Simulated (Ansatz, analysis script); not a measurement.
# Constrained moments in NiO

Wanted: the stiffness of the order of NiO against turning one moment and its images, from self-consistent constrained states.

Method: LDA with U = 6 eV on Ni d (ortho-atomic projectors), PAW set soft_1 (files made for PBE), in Ansatz 0.2.0.

Most raw output is cut from this account.

### Step 1. Starting point

Symmetry: Fm-3m, No. 225, cubic system. Conventional cell: a = 4.172 Å, b = 4.172 Å, c = 4.172 Å, α = 90.00°, β = 90.00°, γ = 90.00°. Ni has 6 O at 2.09 Å nearest. O has 6 Ni at 2.09 Å nearest. Farther neighbours and most contacts between anions are not listed.

The cell of this run holds 4 atoms, 2 of them with a starting moment; values «a cell» refer to the cell of the run in question.

### Step 2. Collinear start 1: antiferro q=(0,1/2,1/2) +-

The order that a run ends on hangs on its start, so several orders are typed and the lowest is carried on. The program's own search can turn an unstable start over.

input.yaml

```yaml
crystal:
  lattice:
    - [0.0, 2.0859016414, 2.0859016414]
    - [4.1718032828, 0.0, 4.1718032828]
    - [4.1718032828, 2.0859016414, 2.0859016414]
  atoms:
    - { symbol: Ni, position: [0.0, 0.0, 0.0], spin: 2.0 }
    - { symbol: Ni, position: [0.0, 0.5, 0.0], spin: -2.0 }
    - { symbol: O, position: [0.5, 0.0, 0.5] }
    - { symbol: O, position: [0.5, 0.5, 0.5] }
magnetization:
  spin_polarized: true
kpoints:
  mp_grid: { grid: [8, 8, 8] }
hamiltonian:
  xc: lda
  hubbard:
    projectors: ortho-atomic
    sites: [{ species: Ni, l: d, u_eff: 6.0 }]
  pseudopotentials: { kind: paw, azcp: { folder: soft_1 }, xc_functional: pbe }
scf:
  occupations: { method: fermi_dirac, width: 0.05 }
  max_iter: 120
  convergence: { dr2_threshold: 1.0e-08 }
output:
  write_density: true
  write_potential: true
  elf: true
  volumetric_format: npy
```

On the command line:

```console
> ansatz run input.yaml --threads 4 --pin off --max-ram 8192MiB --backend cpu --events-out ev --progress --plain --runs-dir out
```

It took 9.5 s on 4 threads of Arm Neoverse V1, shared host; peak memory 0.9 GiB.

It ends antiferromagnetic, with 1.69 μB on the largest site.

### Step 3. Collinear start 2: antiferro q=(0,0,1/2) +-

A self-consistent run from these starting moments shows which magnetic state they lead to.

This run holds the same structure in another cell (b 5.900 → 2.950 Å, c 5.109 → 5.900 Å, α 30.0 → 60.0°, β 54.7 → 60.0°).

input.yaml, the sections that differ from step 2:

```yaml
crystal:
  lattice:
    - [0.0, 2.0859016414, 2.0859016414]
    - [2.0859016414, 0.0, 2.0859016414]
    - [4.1718032828, 4.1718032828, 0.0]
  atoms:
    - { symbol: Ni, position: [0.0, 0.0, 0.0], spin: 2.0 }
    - { symbol: Ni, position: [0.0, 0.0, 0.5], spin: -2.0 }
    - { symbol: O, position: [0.5, 0.5, 0.25] }
    - { symbol: O, position: [0.5, 0.5, 0.75] }
kpoints:
  mp_grid: { grid: [8, 8, 4] }
# magnetization, hamiltonian, scf: as in step 2
# output: removed
```

It took 3.8 s on 4 threads; peak memory 0.58 GiB; 12 s of CPU time.

It ends antiferromagnetic, with 1.60 μB on the largest site.

### Step 4. Which start is lowest

```
               typed order  atoms        final state  energy (meV/atom)  largest moment (μB)
antiferro q=(0,1/2,1/2) +-      4  antiferromagnetic              78.84                 1.69
  antiferro q=(0,0,1/2) +-      4  antiferromagnetic               0.00                 1.60
```

The session goes on from the lowest state with moments found, typed antiferro q=(0,0,1/2) +-.

Spin moment in the atom's sphere by atom:

| atom | spin moment in the atom's sphere (μB) |
| --- | --- |
| Ni1 | 1.60 |
| Ni2 | -1.60 |
| O3 | 0.00 |
| O4 | 0.00 |

Tables count atoms from 1; parts of the log count from 0.

### Step 5. The batch

A canted state is in general not stationary, so a lock holds the direction of each moment by a field that the run finds for itself, with a floor under its size so that it cannot collapse. One batch solves all states on one mesh, so that their energies can be subtracted.

The input counts atoms from 0. Atom 1 (Ni) is the turned one, and with it all its lattice images.

input.yaml, the sections that differ from step 3:

```yaml
crystal:
  lattice:
    - [0.0, 2.0859016414, 2.0859016414]
    - [2.0859016414, 0.0, 2.0859016414]
    - [4.1718032828, 4.1718032828, 0.0]
  atoms:
    - { symbol: Ni, position: [0.0, 0.0, 0.0], spin: 1.6, spin_axis: [0.0, 0.0, 1.0] }
    - { symbol: Ni, position: [0.0, 0.0, 0.5], spin: 1.6, spin_axis: [0.0, 0.0, -1.0] }
    - { symbol: O, position: [0.5, 0.5, 0.25] }
    - { symbol: O, position: [0.5, 0.5, 0.75] }
basis:
  ecutwfc: 420.0
magnetization:
  noncollinear: true
magnetic_configurations:
  lock: { kind: ray, floor_fraction: 0.25 }
  seed: rotate
  angular_fan:
    site: 1
    rotation_axis: [0, 1, 0]
    angles_deg: [0, 30, 60, 90, 135, 180]
checkpoint:
  read: start
# kpoints, hamiltonian, scf: as in step 3
```

Wall time 3.8 min (4 threads); peak memory 0.76 GiB.

The batch gives an energy and a set of moments for each member that converges.

### Step 6. Analysis

All numbers here come from the batch. Energies are free energies plus the run's first-order correction to the targets, less the reference.

| angle (°) | energy (meV a cell) | turned moment (μB) |
| --- | --- | --- |
| 0 | 0.00 | 1.600 |
| 30 | 16.07 | 1.604 |
| 60 | 61.46 | 1.615 |
| 90 | 127.48 | 1.633 |
| 135 | 230.97 | 1.663 |
| 180 | 278.71 | 1.678 |

A fit E(θ) = A (1 − cos θ) + B sin²θ to the 5 turned states whose moment kept its size within 15 % gives A = 139 meV and B = -11.5 meV, with an r.m.s. miss of 0.49 meV. A > 0 favours the reference's alignment.

### Step 7. Outcome

```
energy at 180°     : 279 meV a cell
turned moment      : 1.60 μB at 0°, 1.68 μB at 180°
bilinear term A    : 139 meV
biquadratic term B : -11.5 meV
```

What this shows: Every turn costs energy, 279 meV a cell at 180°, so the antiferromagnetic reference is stable against this one rotation; no orders other than those typed and the 180° state were run. The turned moment keeps its size within 4.9 %. The biquadratic term is 8.3 % of the bilinear one, so a Heisenberg term alone is not enough; B < 0 softens the collinear states, though not enough for a canted minimum. With two magnetic atoms a cell and E = −Σ J e·e over ordered pairs, the couplings of one atom to all images of the other sum to -69.5 meV. Spin–orbit coupling is switched off, and couplings of the turned atom to its own lattice images don't enter, since these turn with it.

[Logs and program files are shortened in this print: banners, set-up blocks, solver, clock and traceback lines can be left out without a mark of their own.]

[Logs are printed without paths, hosts, clocks, repeated set-up lines and the standing remarks that a program may print on its own settings, such as how far it seeks lower states.]

[Hosts, paths, dates, database ids (printed as entryN), source tags and the programs' standing remarks are cut or masked in the printed files.]
